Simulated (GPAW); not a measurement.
# Collinear magnetic orders of NiO with GPAW

Wanted: the moments of NiO and the energy of each order that was tried.

Main program and level: GPAW 26.7.0; PBE with U = 6 eV on Ni d; plane waves with GPAW's PAW setups, scalar-relativistic.

## (1) The starting structure

The structure is cubic, space group Fm-3m (No. 225). The conventional cell has a = 4.172 Å, b = 4.172 Å, c = 4.172 Å, α = 90.00°, β = 90.00°, γ = 90.00°. Nearest to Ni lie 6 O at 2.09 Å. Nearest to O lie 6 Ni at 2.09 Å. Farther neighbours and most contacts between anions are not listed.

## (2) Start 1: ferro +

The parallel start comes first: it fits the smallest cell, keeps the most symmetry and shows whether parallel moments form. A Hubbard term is added for the open shell, as is usual where its electrons are localised.

Contents of order1.py:

```python
import json
import numpy as np
from ase import Atoms
from ase.parallel import paropen, parprint
from gpaw import GPAW

atoms = Atoms(['Ni', 'O'],
    cell=[[0.0, 2.08590164, 2.08590164],
         [2.08590164, 0.0, 2.08590164],
         [2.08590164, 2.08590164, 0.0]],
    scaled_positions=[[0.0, 0.0, 0.0],
         [0.5, 0.5, 0.5]],
    pbc=True,
    magmoms=[2.0, 0.0])
atoms.calc = GPAW(mode={'name': 'pw', 'ecut': 700},
    xc='PBE',
    kpts={'size': (12, 12, 12), 'gamma': True},
    occupations={'name': 'fermi-dirac', 'width': 0.1},
    convergence={'density': 1e-05, 'energy': 1e-05},
    maxiter=200,
    setups={'Ni': ':d,6.0'},
    txt='order1.txt')
e = atoms.get_potential_energy(force_consistent=True)
res = {'free_energy': e, 'energy_sigma0': atoms.get_potential_energy(), 'fermi_energy': atoms.calc.get_fermi_level()}
res['moments'] = atoms.get_magnetic_moments().tolist()
res['total'] = atoms.get_magnetic_moment()
parprint('site moments (muB):', np.round(res['moments'], 3))
parprint(f"total moment: {res['total']:.3f} muB")
parprint(f'free energy: {e:.6f} eV')
atoms.calc.write('order1.gpw')
with paropen('results.json', 'w') as f:
    json.dump(res, f)
```

Launch:

```bash
OMP_NUM_THREADS=1 mpirun -n 2 gpaw python order1.py > order1.log
```

Numbers of over 12 decimals in the logs are rounded to 6 here.

Log:

```text
site moments (muB): [1.808 0.136]
total moment: 2.000 muB
free energy: -12.682695 eV

--- order1.txt ---
Input parameters:
  mode=PW(ecut=700),
  convergence={'density': 1e-05, 'energy': 1e-05},
  kpts=MonkhorstPack(size=(12, 12, 12), gamma=True),
  maxiter=200,
  occupations=Occupations(name='fermi-dirac', width=0.1),
  setups={'Ni': ':d,6.0'},
  xc=XC(name='PBE')

Diagonalizing LCAO Hamiltonian
Converting LCAO to pw mode

              O

       Ni

Atoms  # Å, Bohr magnetons
|   | symbol |        x |        y |        z |    initial magnetic moments |
|---|--------|----------|----------|----------|-----------------------------|
| 0 |     Ni | 0.000000 | 0.000000 | 0.000000 | ( 0.0000,  0.0000,  2.0000) |
| 1 |      O | 2.085902 | 2.085902 | 2.085902 | ( 0.0000,  0.0000,  0.0000) |

Unit cell  # Å
| periodic |        x |        y |        z |  lengths |    angles |
|----------|----------|----------|----------|----------|-----------|
|      yes | 0.000000 | 2.085902 | 2.085902 | 2.949910 | 60.000000 |
|      yes | 2.085902 | 0.000000 | 2.085902 | 2.949910 | 60.000000 |
|      yes | 2.085902 | 2.085902 | 0.000000 | 2.949910 | 60.000000 |

Number of symmetries: 48

BZ-sampling:
  Number of BZ points: 1728
  Number of IBZ points: 72

  Monkhorst-Pack size: [12, 12, 12]
  Monkhorst-Pack shift: [0.041667, 0.041667, 0.041667]

K-points  # in reciprocal-cell coordinates
|     |                                coordinates |     weight |
|-----|--------------------------------------------|------------|
|   0 | ( -0.00000000,  -0.00000000,  -0.00000000) | 0.00057870 |
|   1 | (  0.08333333,   0.08333333,  -0.00000000) | 0.00347222 |
|   2 | (  0.08333333,   0.08333333,   0.08333333) | 0.00462963 |
|   3 | (  0.16666667,   0.08333333,   0.08333333) | 0.00694444 |
|   4 | (  0.16666667,   0.16666667,  -0.00000000) | 0.00347222 |
|   5 | (  0.16666667,   0.16666667,   0.08333333) | 0.01388889 |
|   6 | (  0.16666667,   0.16666667,   0.16666667) | 0.00462963 |
|   7 | (  0.25000000,   0.16666667,   0.08333333) | 0.01388889 |
|   8 | (  0.25000000,   0.16666667,   0.16666667) | 0.01388889 |
|   9 | (  0.25000000,   0.25000000,  -0.00000000) | 0.00347222 |
| ... |                                            |            |
|  71 | (  0.50000000,   0.50000000,   0.50000000) | 0.00231481 |

Plane wave coefficients: 778
Cutoff: 700.0 eV

Spin-components: 2 (collinear spins)
Bands:           16
Projectors:      11
Spin-degeneracy: 1
Datatype:        complex128

Parallelization:
  kpt:    2
  domain: 1
  band:   1

Density:
  Valence electrons: 22.0
  Components: 2
  Grid points: [18 18 18]
  Charge: 0.0  # |e|

Potential:
  Grid points: [18 18 18]

species:
  Ni:
    name:    Nickel
    Z:       28.0
    valence: 16
    core:    12
    charge:  0.0  # [|e|]
    Hubbard: {U: 6.0,  # eV
              l: 2,
              scale: True}
    compensation charges:
      type: gauss
      rc: 0.36  # [Å]
      lmax: 2
    cutoffs:
      filter: 2.14  # [Å]
      core: 1.98  # [Å]
    projectors
    | kind |    occ | energy [eV] | rcut [Å] |
    |------|--------|-------------|----------|
    |   4s |  2.000 |      -5.642 |    1.164 |
    |   3p |  6.000 |     -71.394 |    1.207 |
    |   4p |  0.000 |      -1.226 |    1.207 |
    |   3d |  8.000 |      -8.875 |    1.138 |
    |    s |        |      21.570 |    1.164 |
    |    d |        |      18.337 |    1.138 |

    Using partial waves for Ni as LCAO basis

  O:
    name:    Oxygen
    Z:       8.0
    valence: 6
    core:    2
    charge:  0.0  # [|e|]
    compensation charges:
      type: gauss
      rc: 0.21  # [Å]
      lmax: 2
    cutoffs:
      filter: 1.17  # [Å]
      core: 0.83  # [Å]
    projectors
    | kind |    occ | energy [eV] | rcut [Å] |
    |------|--------|-------------|----------|
    |   2s |  2.000 |     -23.961 |    0.688 |
    |   2p |  4.000 |      -9.029 |    0.598 |
    |    s |        |       3.251 |    0.688 |
    |    p |        |      18.182 |    0.598 |
    |    d |        |       0.000 |    0.619 |

    Using partial waves for O as LCAO basis

Reference energy: -43408.850748  # eV

eigensolver:
  PPCG
  Converge bands: occupied
  niter=2

density mixing:
  MSR1-Mixer
  Pratt-step length: 0.05
  Maximum mixing coefficient: 0.75
  Old densities: 10
  SVD Regularization: 0.005
  Good broyden scale: 1.0
  Trust region scale: 1.0
  Backstep threshold: 4.0
  History deletion threshold: 6.0
  Fourier metric: weight=20.0, sigma=0.015

occupation numbers:
  Fermi-Dirac:
    width: 0.1000  # eV

poisson solver:
  ecut: 5600.0  # eV

xc functional:
  name: PBE with 2 nearest neighbor stencil

convergence criteria:
- Maximum integral of absolute [dens]ity change: 1e-05 electrons / valence electron
- Maximum [total energy] change in last 3 cyles: 1e-05 eV / valence electron
- Maximum integral of absolute [eigenst]ate change: 4e-08 eV^2 / valence electron
maximum number of iterations: 200

SCF iterations
|iter     |      energy | eigst |  dens |  magmom |
|---------|-------------|-------|-------|---------|
|iter:   1|  -10.297495 | +0.35 |       |  +2.0008|
|iter:   2|  -10.275451 | -1.89 | -1.04 |  +2.0007|
|iter:   3|  -12.267383 | -1.52 | -1.07 |  +2.0002|
|iter:   4|  -12.588697 | -1.72 | -1.53 |  +2.0000|
|iter:   5|  -12.641662 | -3.31 | -1.89 |  +2.0000|
|iter:   6|  -12.682074 | -2.59 | -2.12 |  +2.0000|
|iter:   7|  -12.682612 | -4.72 | -2.65 |  +2.0000|
|iter:   8|  -12.682673 | -5.36 | -2.96 |  +2.0000|
|iter:   9|  -12.682692c| -6.23 | -3.82 |  +2.0000|
|iter:  10|  -12.682694c| -6.62 | -4.14 |  +2.0000|
|iter:  11|  -12.682695c| -7.76c| -4.78 |  +2.0000|
|iter:  12|  -12.682695c| -8.08c| -5.35c|  +2.0000|

Converged in 12 steps
Energy contributions relative to reference atoms: (reference = -43408.850748)

Energy contributions:
  Kinetic:          37.940668
  Coulomb:         -31.669362
  Zero:              0.196527
  External:          0.000000
  Xc:              -19.150527
  Entropy:          -0.000000
  Spinorbit:         0.000000
  ----------------------------
  Free energy:     -12.682695
  Extrapolated:    -12.682695

dipole moment: (-8.401114, -8.401114, -8.401114)  # |e|*Ang

Total magnetic moment: (0.000000, 0.000000, 2.000000)

Local magnetic moments
|        x |        y |        z |
|----------|----------|----------|
| 0.000000 | 0.000000 | 1.807651 |  # Ni   0
| 0.000000 | 0.000000 | 0.135666 |  # O    1

Fermi level: 8.716
Eigenvalues  # (at kpt = [-0.000, -0.000, -0.000])
| band index |      eig [eV] | occ [0-1] |      eig [eV] | occ [0-1] |
|------------|---------------|-----------|---------------|-----------|
|          0 |       -56.879 |     1.000 |       -54.651 |     1.000 |
|        ... |               |           |               |           |
|          3 |       -11.894 |     1.000 |       -11.603 |     1.000 |
|          4 |         1.329 |     1.000 |         3.417 |     1.000 |
|          5 |         1.329 |     1.000 |         3.417 |     1.000 |
|          6 |         2.364 |     1.000 |         3.417 |     1.000 |
|          7 |         2.364 |     1.000 |         5.910 |     1.000 |
|          8 |         2.364 |     1.000 |         5.910 |     1.000 |
|          9 |         5.579 |     1.000 |         5.910 |     1.000 |
|         10 |         5.579 |     1.000 |        10.036 |     0.000 |
|         11 |         5.579 |     1.000 |        10.204 |     0.000 |
|         12 |         9.699 |     0.000 |        10.204 |     0.000 |
|         13 |        26.011 |     0.000 |        26.273 |     0.000 |
|         14 |        26.011 |     0.000 |        26.273 |     0.000 |
|         15 |        26.011 |     0.000 |        26.273 |     0.000 |

Gap: 2.358 eV
Transition (v -> c):
  (s=0, k=71, n=11, [0.50, 0.50, 0.50]) -> (s=0, k=0, n=12, [-0.00, -0.00, -0.00])
Direct/indirect transitions are different
Direct gap: 3.605 eV
Transition at: (s=0->1, k=13, n=11, [0.33, 0.17, 0.17])
```

Wall time 16 s (2 MPI ranks of AMD EPYC 9R45, shared host); peak memory 0.38 GiB.

Numbers from this step:

```yaml
magnetization: 2 μB
final_state: ferromagnetic
largest_moment: 1.808 μB
```

After 12 cycles the largest moment stands at 1.81 μB.

## (3) Run 2 (antiferro q=(0,1/2,1/2) +-)

Reversing part of the moments tests the sign of the couplings between them.

The cell is doubled to 4 atoms to hold this order. Its mesh is chosen so that both cells sample the same points.

Contents of order2.py:

```python
import json
import numpy as np
from ase import Atoms
from ase.parallel import paropen, parprint
from gpaw import GPAW

atoms = Atoms(['Ni', 'Ni', 'O', 'O'],
    cell=[[0.0, 2.08590164, 2.08590164],
         [4.17180328, 0.0, 4.17180328],
         [4.17180328, 2.08590164, 2.08590164]],
    scaled_positions=[[0.0, 0.0, 0.0],
         [0.0, 0.5, 0.0],
         [0.5, 0.0, 0.5],
         [0.5, 0.5, 0.5]],
    pbc=True,
    magmoms=[2.0, -2.0, 0.0, 0.0])
atoms.calc = GPAW(mode={'name': 'pw', 'ecut': 700},
    xc='PBE',
    kpts={'size': (12, 6, 12), 'gamma': True},
    occupations={'name': 'fermi-dirac', 'width': 0.1},
    convergence={'density': 1e-05, 'energy': 1e-05},
    maxiter=200,
    setups={'Ni': ':d,6.0'},
    txt='order2.txt')
e = atoms.get_potential_energy(force_consistent=True)
res = {'free_energy': e, 'energy_sigma0': atoms.get_potential_energy(), 'fermi_energy': atoms.calc.get_fermi_level()}
res['moments'] = atoms.get_magnetic_moments().tolist()
res['total'] = atoms.get_magnetic_moment()
parprint('site moments (muB):', np.round(res['moments'], 3))
parprint(f"total moment: {res['total']:.3f} muB")
parprint(f'free energy: {e:.6f} eV')
atoms.calc.write('order2.gpw')
with paropen('results.json', 'w') as f:
    json.dump(res, f)
```

Launch:

```bash
OMP_NUM_THREADS=1 mpirun -n 2 gpaw python order2.py > order2.log
```

Log:

```text
UserWarning: The angles between your unit-cell vectors are 30.0, 54.7 and 60.0 degrees.  Results may be wrong!  Please Niggli-reduce your unit-cell so that the angles are closer to 90 degrees:

  from ase.build import niggli_reduce
  niggli_reduce(atoms)

UserWarning: The angles between your unit-cell vectors are 30.0, 54.7 and 60.0 degrees.  Results may be wrong!  Please Niggli-reduce your unit-cell so that the angles are closer to 90 degrees:

  from ase.build import niggli_reduce
  niggli_reduce(atoms)

UserWarning: Initial realspace grid (18,36,32) inconsistent with symmetries.
UserWarning: Initial realspace grid (18,36,32) inconsistent with symmetries.
UserWarning: Using symmetrized grid: (36,36,36).

UserWarning: Using symmetrized grid: (36,36,36).

site moments (muB): [ 1.818 -1.818 -0.046  0.046]
total moment: -0.000 muB
free energy: -25.351108 eV

--- order2.txt ---
Input parameters:
  mode=PW(ecut=700),
  convergence={'density': 1e-05, 'energy': 1e-05},
  kpts=MonkhorstPack(size=(12, 6, 12), gamma=True),
  maxiter=200,
  occupations=Occupations(name='fermi-dirac', width=0.1),
  setups={'Ni': ':d,6.0'},
  xc=XC(name='PBE')

Diagonalizing LCAO Hamiltonian
Converting LCAO to pw mode

                   O

              O

            Ni

       Ni

Atoms  # Å, Bohr magnetons
|   | symbol |        x |        y |        z |    initial magnetic moments |
|---|--------|----------|----------|----------|-----------------------------|
| 0 |     Ni | 0.000000 | 0.000000 | 0.000000 | ( 0.0000,  0.0000,  2.0000) |
| 1 |     Ni | 2.085902 | 0.000000 | 2.085902 | ( 0.0000,  0.0000, -2.0000) |
| 2 |      O | 2.085902 | 2.085902 | 2.085902 | ( 0.0000,  0.0000,  0.0000) |
| 3 |      O | 4.171803 | 2.085902 | 4.171803 | ( 0.0000,  0.0000,  0.0000) |

Unit cell  # Å
| periodic |        x |        y |        z |  lengths |    angles |
|----------|----------|----------|----------|----------|-----------|
|      yes | 0.000000 | 2.085902 | 2.085902 | 2.949910 | 30.000000 |
|      yes | 4.171803 | 0.000000 | 4.171803 | 5.899821 | 54.735610 |
|      yes | 4.171803 | 2.085902 | 2.085902 | 5.109395 | 60.000000 |

Number of symmetries: 4

BZ-sampling:
  Number of BZ points: 864
  Number of IBZ points: 242

  Monkhorst-Pack size: [12, 6, 12]
  Monkhorst-Pack shift: [0.041667, 0.083333, 0.041667]

Plane wave coefficients: 1556
Cutoff: 700.0 eV

Spin-components: 2 (collinear spins)
Bands:           31
Projectors:      22
Spin-degeneracy: 1
Datatype:        complex128

Parallelization:
  kpt:    2
  domain: 1
  band:   1

Density:
  Valence electrons: 44.0
  Components: 2
  Grid points: [36 36 36]
  Charge: 0.0  # |e|

Potential:
  Grid points: [36 36 36]

[... setups left out ...]
Reference energy: -86817.701497  # eV

eigensolver:
  PPCG
  Converge bands: occupied
  niter=2

density mixing:
  MSR1-Mixer
  Pratt-step length: 0.05
  Maximum mixing coefficient: 0.75
  Old densities: 10
  SVD Regularization: 0.005
  Good broyden scale: 1.0
  Trust region scale: 1.0
  Backstep threshold: 4.0
  History deletion threshold: 6.0
  Fourier metric: weight=20.0, sigma=0.015

occupation numbers:
  Fermi-Dirac:
    width: 0.1000  # eV

poisson solver:
  ecut: 5600.0  # eV

xc functional:
  name: PBE with 2 nearest neighbor stencil

convergence criteria:
- Maximum integral of absolute [dens]ity change: 1e-05 electrons / valence electron
- Maximum [total energy] change in last 3 cyles: 1e-05 eV / valence electron
- Maximum integral of absolute [eigenst]ate change: 4e-08 eV^2 / valence electron
maximum number of iterations: 200

SCF iterations
|iter     |      energy | eigst |  dens |  magmom |
|---------|-------------|-------|-------|---------|
|iter:   1|  -20.463601 | +0.35 |       |  +0.0000|
|iter:   2|  -20.474684 | -1.80 | -1.06 |  +0.0000|
|iter:   3|  -24.617376 | -1.48 | -1.10 |  -0.0000|
|iter:   4|  -25.255031 | -1.68 | -1.59 |  -0.0000|
|iter:   5|  -25.284514 | -3.15 | -1.91 |  -0.0000|
|iter:   6|  -25.349894 | -2.73 | -2.13 |  -0.0000|
|iter:   7|  -25.350957 | -4.82 | -2.76 |  -0.0000|
|iter:   8|  -25.351082 | -5.51 | -3.07 |  +0.0000|
|iter:   9|  -25.351104c| -6.46 | -4.05 |  +0.0000|
|iter:  10|  -25.351107c| -6.82 | -4.40 |  -0.0000|
|iter:  11|  -25.351108c| -7.66c| -4.97 |  -0.0000|
|iter:  12|  -25.351108c| -8.27c| -5.59c|  -0.0000|

Converged in 12 steps
Energy contributions relative to reference atoms: (reference = -86817.701497)

Energy contributions:
  Kinetic:          75.816545
  Coulomb:         -63.264834
  Zero:              0.392606
  External:          0.000000
  Xc:              -38.295424
  Entropy:          -0.000000
  Spinorbit:         0.000000
  ----------------------------
  Free energy:     -25.351108
  Extrapolated:    -25.351108

dipole moment: (-20.103132, -8.404028, -28.507163)  # |e|*Ang

Total magnetic moment: (0.000000, 0.000000, -0.000000)

Local magnetic moments
|        x |        y |         z |
|----------|----------|-----------|
| 0.000000 | 0.000000 |  1.817507 |  # Ni   0
| 0.000000 | 0.000000 | -1.817507 |  # Ni   1
| 0.000000 | 0.000000 | -0.046065 |  # O    2
| 0.000000 | 0.000000 |  0.046065 |  # O    3

Fermi level: 8.805
Eigenvalues  # (at kpt = [-0.000, 0.000, -0.000])
| band index |      eig [eV] | occ [0-1] |      eig [eV] | occ [0-1] |
|------------|---------------|-----------|---------------|-----------|
|          0 |       -56.918 |     1.000 |       -56.918 |     1.000 |
|        ... |               |           |               |           |
|         14 |         3.129 |     1.000 |         3.129 |     1.000 |
|         15 |         4.053 |     1.000 |         4.053 |     1.000 |
|         16 |         4.053 |     1.000 |         4.053 |     1.000 |
|         17 |         4.331 |     1.000 |         4.331 |     1.000 |
|         18 |         4.331 |     1.000 |         4.331 |     1.000 |
|         19 |         5.754 |     1.000 |         5.754 |     1.000 |
|         20 |         5.762 |     1.000 |         5.762 |     1.000 |
|         21 |         5.762 |     1.000 |         5.762 |     1.000 |
|         22 |         9.862 |     0.000 |         9.862 |     0.000 |
|         23 |        10.472 |     0.000 |        10.472 |     0.000 |
|         24 |        10.733 |     0.000 |        10.733 |     0.000 |
|         25 |        14.372 |     0.000 |        14.372 |     0.000 |
|         26 |        19.049 |     0.000 |        19.049 |     0.000 |
|         27 |        19.525 |     0.000 |        19.525 |     0.000 |
|         28 |        24.898 |     0.000 |        24.898 |     0.000 |
|         29 |        24.898 |     0.000 |        24.898 |     0.000 |
|         30 |        26.138 |     0.000 |        26.138 |     0.000 |

Gap: 2.419 eV
Transition (v -> c):
  (s=0, k=204, n=21, [0.50, 0.00, -0.00]) -> (s=1, k=0, n=22, [-0.00, 0.00, -0.00])
Direct/indirect transitions are different
Direct gap: 3.684 eV
Transition at: (s=0, k=83, n=21, [0.25, 0.50, -0.25])
```

Elapsed: 5.4 min, on 2 MPI ranks; peak memory 1.1 GiB.

The program warns that the cell vectors are strongly skewed. A reduced cell would be the safer input.

Spin moment in the augmentation sphere by atom:

```tsv
atom	spin moment in the augmentation sphere (μB)
Ni1	1.82
Ni2	-1.82
O3	-0.05
O4	0.05
```

Read from the output:

- magnetization: 0 μB
- final state: antiferromagnetic

It lies 7.14 meV a seeded atom over the first start, and its largest moment is 1.82 μB against 1.81 μB.

(Continued in part 2 of 2.)

[Logs and program files are shortened in this print: banners, set-up blocks, solver, clock and traceback lines can be left out without a mark of their own.]

[Logs are printed without paths, hosts, clocks, repeated set-up lines and the standing remarks that a program may print on its own settings, such as how far it seeks lower states.]

[Hosts, paths, dates, database ids (printed as entryN), source tags and the programs' standing remarks are cut or masked in the printed files.]

[Where a cell is said to come from a database of computed structures, the database is the Materials Project.]

[Lattice constants of own cells that a recipe calls measured were typed without a cited source.]
